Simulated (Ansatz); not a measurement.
## Y2NO2 monolayer: phonons and vibrational spectra

Task: relax Y2NO2 monolayer, then find its harmonic phonons.

Program: Ansatz 0.2.0. Level of theory: DFT PBEsol, scalar-relativistic, plane waves, PAW; PAW set soft_1. Results are calculated unless marked as measured.

**1. Starting point**

The cell holds 5 atoms: 1 N, 2 Y and 2 O. Cell: a = 3.600 Å, b = 3.600 Å, c = 20.000 Å, α = 90.0°, β = 90.0°, γ = 120.0°. Vacuum lies along c.

**2. Coarse relaxation**

The start is far from rest, so a relaxation with loose tolerances brings it close first.

The program solves this slab on a cell height of its own, 32.6 Å, in place of the one typed.

input.yaml

```yaml
crystal:
  lattice:
    - [3.6, 0.0, 0.0]
    - [-1.8, 3.11769, 0.0]
    - [0.0, 0.0, 20.0]
  atoms:
    - { symbol: "N", position: [0.0, 0.0, 0.5] }
    - { symbol: "Y", position: [0.333333, 0.666667, 0.56] }
    - { symbol: "Y", position: [0.666667, 0.333333, 0.44] }
    - { symbol: O, position: [0.666667, 0.333333, 0.61] }
    - { symbol: O, position: [0.333333, 0.666667, 0.39] }
  periodic: [true, true, false]
kpoints:
  mp_grid: { grid: [6, 6, 1] }
hamiltonian:
  xc: pbesol
  pseudopotentials: { kind: paw, azcp: { folder: soft_1 }, xc_functional: pbe }
scf:
  occupations: { method: gaussian, width: 0.1 }
output:
  forces: true
  stress: true
  eigenvalues: true
relax:
  adjacent_minimum: "off"
  f_tol: 0.05
  max_steps: 80
  cell: { stress_2d_tol: 0.02 }
```

Command:

```console
> ansatz run input.yaml --threads 4 --pin off --max-ram 16384MiB --backend cpu --events-out ev --progress --plain --runs-dir out
```

Numbers of over 12 decimals in the logs are rounded to 6 here.

What it wrote:

```text
[...]
cell:  # Å, volume = 347.2155 Å³
    - [3.506916, 0, 0]
    - [-1.753458, 3.037079, 0]
    - [0, 0, 32.6]
  atoms:
    - { symbol: N, position: [0, 0, 0.306748] }
    - { symbol: Y, position: [0.333333, 0.666667, 0.353005] }
    - { symbol: Y, position: [0.666667, 0.333333, 0.260492] }
    - { symbol: O, position: [0.666667, 0.333333, 0.376436] }
    - { symbol: O, position: [0.333333, 0.666667, 0.237061] }
[key lines of the parts left out:]
SCF converged after 7 iterations
Free energy (F): -9097.087105 eV
Fermi energy:    -6.559877 eV
P = ½ c Tr σ = -0.0117 N/m
```

Wall time 14 s (4 threads of Arm Neoverse V2, shared host); peak memory 0.67 GiB; 50 s of CPU time.

This run has no spin polarisation although its electron count is odd.

Relaxation path:

```
step  energy less that of the first step (eV)  largest force component (eV/Å)  volume (Å³)
   1                                   0.0000                          4.3791       365.89
   2                                  -1.1076                          0.8084       364.36
   3                                  -1.2504                          0.1943       345.05
   4                                  -1.2578                          0.0333       347.83
   5                                  -1.2582                          0.0059       347.46
  6*                                  -1.2534                          0.0059       347.46
   7                                  -1.2535                          0.0003       347.22
  8*                                  -1.2534                          0.0003       347.22
```

Relaxation steps marked * repeat the geometry before them on a plane-wave basis chosen anew for their cell, so energy and pressure can jump there.

The run keeps the 12 symmetry operations that it works with, so distortions that break them were not tested.

```
cell as run  before  after  change
      a (Å)   3.600  3.507  -2.6 %
      b (Å)   3.600  3.507  -2.6 %
```

The atoms that moved most (Å, along periodic axes as changes of fractional coordinates times the final cell, across vacuum about the mean position):

```
atom     dx     dy      dz  length
  Y2  0.000  0.000   0.308   0.308
  Y3  0.000  0.000  -0.308   0.308
  O5  0.000  0.000  -0.072   0.072
  O4  0.000  0.000   0.072   0.072
```

Final coordinates:

```xyz
5
Lattice="3.5069 0.0000 0.0000 -1.7535 3.0371 0.0000 0.0000 0.0000 32.6000" Properties=species:S:1:pos:R:3
N     0.0000    0.0000   10.0000
Y     0.0000    2.0247   11.5080
Y     1.7535    1.0124    8.4920
O     1.7535    1.0124   12.2718
O     0.0000    2.0247    7.7282
```

Numbers from this step:

```yaml
gap_on_the_k_mesh: 0 eV
area_per_atom: 2.13 Å²
```

The relaxation ends with a largest force component of 3.2e-4 eV/Å.

**3. Relaxation**

Harmonic phonons are second derivatives at a point where the forces vanish, and they are wanted at zero stress, so atoms and cell are relaxed first.

input.yaml, the sections that differ from step 2:

```yaml
crystal:
  lattice:
    - [3.5069163742, 0.0, 0.0]
    - [-1.7534581871, 3.037078669, 0.0]
    - [0.0, 0.0, 32.6]
  atoms:
    - { symbol: "N", position: [0.0, 0.0, 0.3067484663] }
    - { symbol: "Y", position: [0.3333333333, 0.6666666667, 0.3530050415] }
    - { symbol: "Y", position: [0.6666666667, 0.3333333333, 0.260491891] }
    - { symbol: O, position: [0.6666666667, 0.3333333333, 0.3764363703] }
    - { symbol: O, position: [0.3333333333, 0.6666666667, 0.2370605622] }
  periodic: [true, true, false]
kpoints:
  mp_grid: { grid: [12, 12, 1] }
relax:
  adjacent_minimum: "off"
  f_tol: 0.005
  max_steps: 80
  cell: { stress_2d_tol: 0.02 }
# hamiltonian, scf, output: as in step 2
```

What it wrote:

```text
[...]
Crystal: 5 atoms, lattice volume = 347.215 Å³
Basis set: ecut = 420 eV, 6751 PW (Γ), exchange–correlation on 48×48×450 points (8 copies of the dense FFT grid, shifted against one another)
Bands: 25, of which v1, the nominal top of the filled ones, is band 20 counted from 1 (19 counted from 0)
Symmetry: 12 space group operations
[...]
k-points: 19 of 144
[...]
cell:  # Å, volume = 347.7111 Å³
    - [3.509418, 0.0, 0]
    - [-1.754709, 3.039246, 0]
    - [0, 0, 32.6]
  atoms:
    - { symbol: N, position: [0, 0, 0.30674846626] }
    - { symbol: Y, position: [0.333333, 0.666667, 0.352953] }
    - { symbol: Y, position: [0.666667, 0.333333, 0.260544] }
    - { symbol: O, position: [0.666667, 0.333333, 0.376244] }
    - { symbol: O, position: [0.333333, 0.666667, 0.237253] }
[key lines of the parts left out:]
SCF converged after 8 iterations
Free energy (F): -9097.078311 eV
Fermi energy:    -6.551891 eV
P = ½ c Tr σ = 0.0093 N/m
```

Run time: 14 s. Hardware: 4 threads; peak memory 0.71 GiB; 54 s of CPU time.

The steps of the relaxation:

```
step  energy less that of the first step (eV)  largest force component (eV/Å)  volume (Å³)
   1                                   0.0000                          0.0265       347.22
   2                                   0.0003                          0.0190       348.04
   3                                   0.0000                          0.0017       347.71
  4*                                  -0.0002                          0.0017       347.71
```

Relaxation steps marked * repeat the geometry before them on a plane-wave basis chosen anew for their cell, so energy and pressure can jump there.

Forces are held to the 12 operations that the run works with; a distortion that breaks them can't arise in this run.

```
cell as run  before  after  change
      a (Å)   3.507  3.509  +0.1 %
      b (Å)   3.507  3.509  +0.1 %
```

The relaxed structure:

```xyz
5
Lattice="3.5094 0.0000 0.0000 -1.7547 3.0392 0.0000 0.0000 0.0000 32.6000" Properties=species:S:1:pos:R:3
N     0.0000    0.0000   10.0000
Y     0.0000    2.0262   11.5063
Y     1.7547    1.0131    8.4937
O     1.7547    1.0131   12.2656
O     0.0000    2.0262    7.7344
```

Numbers from this step:

```
area per atom : 2.133 Å²
```

**4. Relaxing to small forces for the phonons**

Phonons need a cell at rest on their own settings, so the relaxation is repeated with tight tolerances on forces and stress on the k mesh and occupations of the first response run.

input.yaml, the sections that differ from step 3:

```yaml
crystal:
  lattice:
    - [3.5094184263, 0.0, 0.0]
    - [-1.7547092132, 3.0392455097, 0.0]
    - [0.0, 0.0, 32.6]
  atoms:
    - { symbol: "N", position: [0.0, 0.0, 0.3067484663] }
    - { symbol: "Y", position: [0.3333333333, 0.6666666667, 0.3529527428] }
    - { symbol: "Y", position: [0.6666666667, 0.3333333333, 0.2605441897] }
    - { symbol: O, position: [0.6666666667, 0.3333333333, 0.3762438859] }
    - { symbol: O, position: [0.3333333333, 0.6666666667, 0.2372530466] }
  periodic: [true, true, false]
scf:
  occupations: { method: methfessel_paxton, width: 0.2 }
relax:
  adjacent_minimum: "off"
  f_tol: 0.001
  max_steps: 60
  cell: { stress_2d_tol: 0.002 }
# kpoints, hamiltonian, output: as in step 3
```

What it wrote:

```text
[...]
Crystal: 5 atoms, lattice volume = 347.711 Å³
Basis set: ecut = 420 eV, 6751 PW (Γ), exchange–correlation on 48×48×450 points (8 copies of the dense FFT grid, shifted against one another)
Bands: 25, of which v1, the nominal top of the filled ones, is band 20 counted from 1 (19 counted from 0)
Symmetry: 12 space group operations
[...]
k-points: 19 of 144
[...]
cell:  # Å, volume = 347.6435 Å³
    - [3.509077, 2.8864605487920217e-11, 0]
    - [-1.754539, 3.038950, 0]
    - [0, 0, 32.6]
  atoms:
    - { symbol: N, position: [0, 0, 0.306748] }
    - { symbol: Y, position: [0.333333, 0.666667, 0.353033] }
    - { symbol: Y, position: [0.666667, 0.333333, 0.260464] }
    - { symbol: O, position: [0.666667, 0.333333, 0.376294] }
    - { symbol: O, position: [0.333333, 0.666667, 0.237203] }
[key lines of the parts left out:]
SCF converged after 8 iterations
Free energy (F): -9097.064654 eV
Fermi energy:    -6.570605 eV
P = ½ c Tr σ = -0.0006 N/m
```

Run time: 21 s. Hardware: 4 threads; peak memory 0.71 GiB.

Little changed from the start: no atom moved by 0.005 Å and no cell edge by 0.1 %.

The largest force component left is 0.0080 meV/Å, within the tolerances set.

**5. Linear response at the zone centre**

The zone centre comes first: it holds the modes that light can see, as far as symmetry allows. No field response is asked, since the mesh shows no gap.

input.yaml, the sections that differ from step 4:

```yaml
crystal:
  lattice:
    - [3.5090772296, 0.0, 0.0]
    - [-1.7545386148, 3.0389500247, 0.0]
    - [0.0, 0.0, 32.6]
  atoms:
    - { symbol: "N", position: [0.0, 0.0, 0.3067484663] }
    - { symbol: "Y", position: [0.3333333333, 0.6666666667, 0.353032867] }
    - { symbol: "Y", position: [0.6666666667, 0.3333333333, 0.2604640655] }
    - { symbol: O, position: [0.6666666667, 0.3333333333, 0.3762943754] }
    - { symbol: O, position: [0.3333333333, 0.6666666667, 0.2372025571] }
  periodic: [true, true, false]
output:
  eigenvalues: true
phonons:
  method: dfpt
# kpoints, hamiltonian, scf: as in step 4
# relax: removed
```

What it wrote:

```text
Warning: crystal.symmetry: narrowed to the stabiliser of the run's FFT grids — unitary ops 12 → 6. A phonons.method: dfpt run fills in the rows of the dynamical matrix that it does not solve by its symmetry operations, which is exact only for operations that map its FFT grids onto themselves: filled in by any other, the frequencies could depend on the order in which like atoms are typed, or, by more than the grids' own error, on where the crystal sits among the grids' points. Excluded: 6 operations. The run can therefore solve more perturbations, solve them on more k-points, or both, and cost more. [rest of the remark cut]
[...]
Crystal: 5 atoms, lattice volume = 347.643 Å³
Basis set: ecut = 420 eV, 6751 PW (Γ), exchange–correlation on 48×48×450 points (8 copies of the dense FFT grid, shifted against one another)
Bands: 25, of which v1, the nominal top of the filled ones, is band 20 counted from 1 (19 counted from 0)
Symmetry: 12 space group operations
k-points: 43 of 144 (irreducible under 2 space group operations, time reversal used)
[...]
SCF iter   1: F=—  HF=-9102.056266 eV  |F-HF|=—  |Δ(HF+E_count)|=         —  Δρ=6.60e-2  dr2=1.82e1  ethr=3.10e-3  ⟨swp⟩=10.1  Hψ=7632  notcnv=0
[...]
SCF iter  13: F=-9097.064654 eV  HF=-9097.064654 eV  |F-HF|=3.26e-10  |Δ(HF+E_count)|=  6.49e-10  S|Δr|=    0.00e0  Δρ=6.94e-8  dr2=9.06e-12  ethr=1.00e-12  ⟨swp⟩=25.3  Hψ=13166  notcnv=0
SCF 1 converged in 13 iterations: F = -9097.064654 eV  dr2 = 9.06e-12
[...]
DFPT response loops at Γ: preconditioner auto → none (partly filled bands, converged f_vac=0.765); β = 0.50; Broyden in place of MSR1
SCF converged after 13 iterations
[...]
Free energy (F): -9097.064654 eV
[...]
Internal energy: -9097.075721 eV  (E = F + TS)
E sigma→0 (E₀):  -9097.067421 eV
Entropy (-TS):   0.011067 eV (2.213 meV/atom)
Fermi energy:    -6.570604 eV
[...]
--- Band table (eV; the first three rows and the last of 43) ---
  k-point 0: bands = [... 16 lower, -8.2530, -6.7437, -6.0976, -6.0976, -1.8542 (-1.8542°), -1.0596, -1.0495, -1.0495, ... 1 higher]
  k-point 1: bands = [... 16 lower, -8.2251, -6.6438, -6.3429, -6.1804, -1.8017 (-1.8017°), -1.0310, -1.0024, -0.8986, ... 1 higher]
  k-point 2: bands = [... 16 lower, -8.1677, -6.8793, -6.4480, -6.3782, -1.8716, -0.8910 (-0.8910°), -0.7725, -0.5571, ... 1 higher]
  k-point 42: bands = [... 16 lower, -7.8886, -7.1219, -6.9476, -6.8493, -1.6010, -0.6281, -0.4515, -0.2973, ... 1 higher]
  ° read free of the cell's end (the report's vacuum.weakly_bound_levels)
--- Phonons (Γ-DFPT): 10 representative perturbations + reference, on 43 of 144 k-points (Σ response iterations 62) ---
  ASR residual: 8.914e-5 → 0.000e0 eV/Å²; symmetrization residual: 6.019e-6 eV/Å²
  The last average, over the group as it would stand without the narrowing to the FFT grids, took up to 1.497e-6 eV/Å² of the zone centre's force constants
  ASR residual per site (eV/Å²): 8.91e-5 4.15e-5 4.04e-5 5.30e-5 5.34e-5
  Γ frequencies (cm⁻¹): 0.00 0.00 0.00 86.55 86.55 137.71 302.28 302.28 347.89 401.63 413.59 413.59 444.47 444.47 451.30
  non-analytic LO–TO correction: not included (Born effective charges unavailable; polar crystals: no LO–TO splitting at Γ)
```

It took 2.4 min on 4 threads; peak memory 1.6 GiB.

Numbers from this step:

* sum-rule residual before enforcement: 8.91e-5 eV/Å²
* point group: -3m
* highest optical mode at the zone centre (no LO-TO term): 451.3 cm⁻¹
* lowest optical zone-centre mode: 86.55 cm⁻¹

Patterns of degenerate modes are one choice out of their space. Modes at Γ, with each element's share of the kinetic energy:

```
mode  frequency (cm⁻¹)  symmetry  N %  Y %  O %
   1               0.0  acoustic    6   79   14
   2               0.0  acoustic    6   79   14
   3               0.0  acoustic    6   79   14
   4              86.5        Eg    0   86   14
   5              86.5        Eg    0   86   14
   6             137.7       A1g    0   85   15
   7             302.3        Eu   92    8    0
   8             302.3        Eu   92    8    0
   9             347.9       A2u   35   20   45
  10             401.6       A1g    0   15   85
  11             413.6        Eg    0   14   86
  12             413.6        Eg    0   14   86
  13             444.5        Eu    2   12   86
  14             444.5        Eu    2   12   86
  15             451.3       A2u   59    0   41
```

Displacements in mode 5 (86.5 cm⁻¹), the largest set to 1:
```
N1   0.00  0.00  0.00
Y2   0.79  1.00  0.00
Y3  -0.79 -1.00  0.00
O4   0.77  0.97  0.00
O5  -0.77 -0.97  0.00
```

Displacements in mode 15 (451.3 cm⁻¹), the largest set to 1:
```
N1   0.00  0.00  1.00
Y2   0.00  0.00  0.02
Y3   0.00  0.00  0.02
O4   0.00  0.00 -0.55
O5   0.00  0.00 -0.55
```

Before it was imposed, the acoustic sum rule was missed by 8.9e-5 eV/Å². Small misses are needed for a sound result but don't prove that mesh and cutoff are converged. The lowest optical mode is real, 86.5 cm⁻¹.

(Part 1 of 2 ends here.)

[Logs are printed without paths, hosts, clocks, repeated set-up lines and the standing remarks that a program may print on its own settings, such as how far it seeks lower states.]

[Hosts, paths, dates, database ids (printed as entryN), source tags and the programs' standing remarks are cut or masked in the printed files.]
